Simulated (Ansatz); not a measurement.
# Work function of Os(0001): what the settings cost and change

How far do cutoff, k-mesh and smearing move the work function of Os(0001)?

Calculated with Ansatz 0.2.0; plane-wave DFT, PBE, Ansatz PAW.

Report form: the programs' logs are mostly left out.

**1. Set-up**

The cell holds 7 atoms: 7 Os. Its edges and angles: a = 2.740 Å, b = 2.740 Å, c = 30.979 Å, α = 90.0°, β = 90.0°, γ = 60.0°. Vacuum lies along c.

**2. Run, setting cutoff 200 eV**

A work function rests on the faint tail of the density, so the SCF threshold is tight. The cutoff is raised first; then mesh and smearing are varied at the default cutoff.

Contents of input.yaml:

```yaml
crystal:
  lattice:
    - [2.74, 0.0, 0.0]
    - [1.37, 2.3729096064, 0.0]
    - [0.0, 0.0, 30.97938]
  atoms:
    - { symbol: Os, position: [0.0, 0.0, 0.2905158205] }
    - { symbol: Os, position: [0.6666666667, 0.6666666667, 0.3603438803] }
    - { symbol: Os, position: [0.0, 0.0, 0.4301719402] }
    - { symbol: Os, position: [0.6666666667, 0.6666666667, 0.5] }
    - { symbol: Os, position: [0.0, 0.0, 0.5698280598] }
    - { symbol: Os, position: [0.6666666667, 0.6666666667, 0.6396561197] }
    - { symbol: Os, position: [0.0, 0.0, 0.7094841795] }
kpoints:
  mp_grid: { grid: [17, 17, 1] }
hamiltonian:
  xc: pbe
scf:
  occupations: { method: fermi_dirac, width: 0.1 }
  convergence: { dr2_threshold: 1.0e-09 }
efield:
  axis: 3
  dipole_correction: true
  ramp_position: 0.97
  ramp_width: 0.06
basis:
  ecutwfc: "200 eV"
output:
  write_potential: true
  write_density: true
  volumetric_format: npy
  elf: true
```

On the command line:

```
$ ansatz run input.yaml --threads 2 --pin off --max-ram 3072MiB --backend cpu --events-out ev --progress --plain --runs-dir out
```

Wall time 14 s (2 threads of Arm Neoverse V2, shared host); peak memory 0.42 GiB; 28 s of CPU time.

This step gave:

```yaml
energy_at_zero_smearing: -79637.6294 eV
work_function_upper_face: 5.797 eV
```

Running mean over 2.16323 Å of the planar mean; the ramp of the sawtooth is left out. Electron's electrostatic potential energy less the Fermi level against z:

z (Å), electron's electrostatic potential energy less the Fermi level (eV) and a bar from the least value:
```
        4        5.7 ##############################
        5        5.6 ##############################
        6        5.5 ##############################
        7        4.1 ###########################
        8       -5.1 #############
        9      -12.4 #
       10      -12.9 
       11      -13.1 
       12      -13.1 
       13      -13.1 
       14      -13.1 
       15      -13.1 
       16      -13.1 
       17      -13.1 
       18      -13.1 
       19      -13.1 
       20      -13.1 
       21      -12.9 
       22      -12.3 #
       23       -4.8 #############
       24        4.2 ############################
       25        5.5 ##############################
       26        5.7 ##############################
       27        5.7 ##############################
```

Valence density in the ca plane at fractional y = 0.000, with atoms of Os within 0.2 Å of it. It is the smooth field of the valence electrons, not physical close to the nuclei.

Values in e/Å³, 5 rows by 16 columns, each cell a mean:
```
0.4 1.3 5.7 1.1 0.4 0.5 4.8 2.8 0.4 0.4 2.8 4.8 0.3 0.0 0.0 0.0
1.0 0.5 1.2 0.5 1.0 0.5 1.1 0.7 0.8 0.8 0.7 1.0 0.1 0.0 0.0 0.0
1.5 0.4 0.5 0.4 1.5 0.6 0.4 0.4 1.1 1.1 0.4 0.4 0.1 0.0 0.0 0.0
0.7 0.7 2.4 0.6 0.7 0.5 2.1 1.2 0.6 0.6 1.2 2.0 0.2 0.0 0.0 0.0
0.4 1.6 6.7 1.3 0.4 0.6 5.7 3.4 0.4 0.4 3.4 5.6 0.3 0.0 0.0 0.0
```
Columns run along c (16.0 Å, from fractional 0.35 to 0.87 of the cell), rows up along a (2.7 Å). Atoms in or near the plane, at fractional coordinates: Os at (0.43, 0.00), Os at (0.57, 0.00), Os at (0.71, 0.00).

ELF in the ca plane at fractional y = 0.000, with atoms of Os within 0.2 Å of it. It is the smooth field of the valence electrons, not physical close to the nuclei.

Values, 5 rows by 16 columns, each cell a mean:
```
0.30 0.38 0.63 0.37 0.30 0.33 0.59 0.47 0.33 0.32 0.49 0.60 0.17 0.01 0.00 0.00
0.31 0.32 0.36 0.31 0.31 0.30 0.34 0.33 0.30 0.29 0.33 0.36 0.20 0.02 0.00 0.00
0.39 0.32 0.34 0.32 0.40 0.29 0.36 0.36 0.32 0.32 0.34 0.39 0.23 0.02 0.00 0.00
0.27 0.34 0.49 0.33 0.27 0.31 0.45 0.37 0.30 0.29 0.39 0.45 0.18 0.02 0.00 0.00
0.34 0.39 0.59 0.38 0.35 0.33 0.56 0.48 0.34 0.33 0.49 0.57 0.18 0.01 0.00 0.00
```
Columns run along c (16.0 Å, from fractional 0.35 to 0.87 of the cell), rows up along a (2.7 Å). Atoms in or near the plane, at fractional coordinates: Os at (0.43, 0.00), Os at (0.57, 0.00), Os at (0.71, 0.00).

Electrostatic potential energy in the ca plane at fractional y = 0.000, with atoms of Os within 0.2 Å of it. With pseudopotentials it is smooth inside the atoms' cores, unlike the true potential.

Values in eV, 5 rows by 16 columns, each cell a mean:
```
  7  -7 -46  -5   7   5 -40 -23   8   8 -23 -39   7  15  15  15
 -7   5 -10   5  -7   4  -7   0  -2  -2   1  -6  12  15  15  15
-15   7   6   7 -16   2   6   8  -8  -8   8   7  14  15  15  15
 -1   1 -23   2  -1   5 -19  -7   2   2  -7 -18  10  15  15  15
  9 -11 -50  -8   9   4 -44 -28   9   9 -27 -44   5  15  15  15
```
Columns run along c (16.0 Å, from fractional 0.35 to 0.87 of the cell; values clipped at the 3rd and 97th percentile), rows up along a (2.7 Å). Atoms in or near the plane, at fractional coordinates: Os at (0.43, 0.00), Os at (0.57, 0.00), Os at (0.71, 0.00).

The work function is 5.797 eV. The program marks this work function as in doubt.

**3. Run**

input.yaml, as its differences from that of step 2:

```diff
@@ -26,3 +26,3 @@
 basis:
-  ecutwfc: "200 eV"
+  ecutwfc: "300 eV"
 output:
@@ -31,2 +31 @@
   volumetric_format: npy
-  elf: true
```

It took 22 s on 2 threads; peak memory 0.53 GiB.

The work function is 5.378 eV, -0.418 eV from the run “cutoff 200 eV”, at 1.6 times its CPU time.

**4. Slab**

input.yaml, as its differences from that of step 3:

```diff
@@ -26,3 +26,3 @@
 basis:
-  ecutwfc: "300 eV"
+  ecutwfc: "420 eV"
 output:
```

Elapsed: 31 s, on 2 threads; peak memory 0.73 GiB.

The work function is 5.368 eV, -0.429 eV from the run “cutoff 200 eV”, at 2.2 times its CPU time.

**5. Slab**

input.yaml, as its differences from that of step 4:

```diff
@@ -26,3 +26,3 @@
 basis:
-  ecutwfc: "420 eV"
+  ecutwfc: "600 eV"
 output:
```

The job ended after 53 s (2 threads; peak memory 1.1 GiB).

The work function is 5.368 eV, +0.000 eV from the run “cutoff 420 eV”, at 1.7 times its CPU time.

**6. Run**

input.yaml, as its differences from that of step 5:

```diff
@@ -14,3 +14,3 @@
 kpoints:
-  mp_grid: { grid: [17, 17, 1] }
+  mp_grid: { grid: [3, 3, 1] }
 hamiltonian:
@@ -25,4 +25,2 @@
   ramp_width: 0.06
-basis:
-  ecutwfc: "600 eV"
 output:
```

Run time: 3.1 s. Hardware: 2 threads; peak memory 0.42 GiB; 5.8 s of CPU time.

The work function is 5.301 eV, -0.067 eV from the run “cutoff 420 eV”, at 0.094 times its CPU time.

**7. Slab**

input.yaml, as its differences from that of step 6:

```diff
@@ -14,3 +14,3 @@
 kpoints:
-  mp_grid: { grid: [3, 3, 1] }
+  mp_grid: { grid: [6, 6, 1] }
 hamiltonian:
```

Elapsed: 6.1 s, on 2 threads; peak memory 0.47 GiB.

The work function is 5.203 eV, -0.164 eV from the run “cutoff 420 eV”, at 0.19 times its CPU time.

**8. Run**

input.yaml, as its differences from that of step 7:

```diff
@@ -14,3 +14,3 @@
 kpoints:
-  mp_grid: { grid: [6, 6, 1] }
+  mp_grid: { grid: [11, 11, 1] }
 hamiltonian:
```

Run time: 15 s. Hardware: 2 threads; peak memory 0.54 GiB; 29 s of CPU time.

The work function is 5.351 eV, -0.017 eV from the run “cutoff 420 eV”, at 0.46 times its CPU time.

**9. Slab**

input.yaml, as its differences from that of step 8:

```diff
@@ -14,3 +14,3 @@
 kpoints:
-  mp_grid: { grid: [11, 11, 1] }
+  mp_grid: { grid: [26, 26, 1] }
 hamiltonian:
```

Elapsed: 63 s, on 2 threads; peak memory 1.1 GiB.

The work function is 5.369 eV, +0.002 eV from the run “cutoff 420 eV”, at 2.0 times its CPU time.

**10. Run**

input.yaml, as its differences from that of step 9:

```diff
@@ -14,3 +14,3 @@
 kpoints:
-  mp_grid: { grid: [26, 26, 1] }
+  mp_grid: { grid: [17, 17, 1] }
 hamiltonian:
@@ -18,3 +18,3 @@
 scf:
-  occupations: { method: fermi_dirac, width: 0.1 }
+  occupations: { method: gaussian, width: 0.05 }
   convergence: { dr2_threshold: 1.0e-09 }
```

Wall time 30 s (2 threads); peak memory 0.73 GiB.

The work function is 5.367 eV, -0.001 eV from the run “cutoff 420 eV”, at 0.96 times its CPU time.

**11. Slab**

input.yaml, as its differences from that of step 10:

```diff
@@ -18,3 +18,3 @@
 scf:
-  occupations: { method: gaussian, width: 0.05 }
+  occupations: { method: methfessel_paxton, width: 0.2 }
   convergence: { dr2_threshold: 1.0e-09 }
```

The job ended after 30 s (2 threads; peak memory 0.73 GiB).

The work function is 5.382 eV, +0.014 eV from the run “cutoff 420 eV”, at 0.95 times its CPU time.

**12. Slab**

input.yaml, as its differences from that of step 11:

```diff
@@ -18,3 +18,3 @@
 scf:
-  occupations: { method: methfessel_paxton, width: 0.2 }
+  occupations: { method: fermi_dirac, width: 0.3 }
   convergence: { dr2_threshold: 1.0e-09 }
```

It took 34 s on 2 threads; peak memory 0.78 GiB.

The work function is 5.314 eV, -0.053 eV from the run “cutoff 420 eV”, at 1.1 times its CPU time.

**13. Slab**

input.yaml, as its differences from that of step 12:

```diff
@@ -18,3 +18,3 @@
 scf:
-  occupations: { method: fermi_dirac, width: 0.3 }
+  occupations: { method: cold, width: 0.1 }
   convergence: { dr2_threshold: 1.0e-09 }
```

Run time: 30 s. Hardware: 2 threads; peak memory 0.73 GiB; 59 s of CPU time.

The work function is 5.377 eV, +0.009 eV from the run “cutoff 420 eV”, at 0.94 times its CPU time.

**14. Side by side**

Times are for 2 threads of Arm Neoverse V2, shared host. Results by setting:

| no. | setting | work function, upper face (eV) | time | memory (GiB) |
| --- | --- | --- | --- | --- |
| 1 | cutoff 200 eV | 5.797 | 14 s | 0.42 |
| 2 | cutoff 300 eV | 5.378 | 22 s | 0.53 |
| 3 | cutoff 420 eV | 5.368 | 31 s | 0.73 |
| 4 | cutoff 600 eV | 5.368 | 53 s | 1.1 |
| 5 | mesh 3x3 | 5.301 | 3.1 s | 0.42 |
| 6 | mesh 6x6 | 5.203 | 6.1 s | 0.47 |
| 7 | mesh 11x11 | 5.351 | 15 s | 0.54 |
| 8 | mesh 26x26 | 5.369 | 63 s | 1.1 |
| 9 | Gaussian smearing 0.05 eV | 5.367 | 30 s | 0.73 |
| 10 | methfessel_paxton smearing 0.2 eV | 5.382 | 30 s | 0.73 |
| 11 | fermi_dirac smearing 0.3 eV | 5.314 | 34 s | 0.78 |
| 12 | cold smearing 0.1 eV | 5.377 | 30 s | 0.73 |

**15. Varying the input**

An input spoilt on purpose, to show how the run answers: it repeats the earlier run “cutoff 200 eV” with scf.mixing to algorithm: broyden, beta: 1.5, ndim: 1, preconditioner: none, and scf.max_iter set to 75; its output block differs too.

input.yaml, as its differences from that of step 13:

```diff
@@ -18,4 +18,6 @@
 scf:
-  occupations: { method: cold, width: 0.1 }
+  occupations: { method: fermi_dirac, width: 0.1 }
   convergence: { dr2_threshold: 1.0e-09 }
+  mixing: { algorithm: broyden, beta: 1.5, ndim: 1, preconditioner: none }
+  max_iter: 75
 efield:
@@ -25,2 +27,4 @@
   ramp_width: 0.06
+basis:
+  ecutwfc: "200 eV"
 output:
```

It took 0.01 s on 2 threads; peak memory 0.06 GiB.

The input was rejected at the start.

The program's message: “Error: invalid value for `scf.mixing.beta`: must be finite and in (0, 1]; got 1.5”

The fault put into the input: mixing far too strong.

**16. Results**

| Property | Result |
| --- | --- |
| work function, cutoff 200 eV | 5.797 eV |
| work function, cutoff 420 eV | 5.368 eV |
| work function, cutoff 600 eV | 5.368 eV |
| work function, mesh 6x6 | 5.203 eV |

The run at the highest cutoff gives 5.37 eV, and the settings tried spread the value from 5.20 to 5.80 eV. Against 600 eV, a cutoff of 200 eV is off by +0.429 eV. Against 600 eV, a cutoff of 420 eV is off by -0.000 eV. Against the finest mesh, 26 points along a, the coarser ones are off by -0.07 (3), -0.17 (6) and -0.02 (11) eV. The smearing schemes and widths spread it over 0.07 eV. The program marks the value as in doubt in “cutoff 200 eV”. The ladder's slabs use the tabulated experimental lattice constant (two decimals; a low-temperature value for the alkali metals). In 1 run of the series (cutoff 200 eV) the program warns that electrons reach the sawtooth's ramp, which makes dipole and work function less sure.

[Logs are printed without paths, hosts, clocks, repeated set-up lines and the standing remarks that a program may print on its own settings, such as how far it seeks lower states.]

[Hosts, paths, dates, database ids (printed as entryN), source tags and the programs' standing remarks are cut or masked in the printed files.]

[Maps of the electrostatic potential energy from Ansatz leave out the sawtooth potential of an applied field or a dipole correction, so their vacuum need not be flat; planar profiles and work functions include it.]
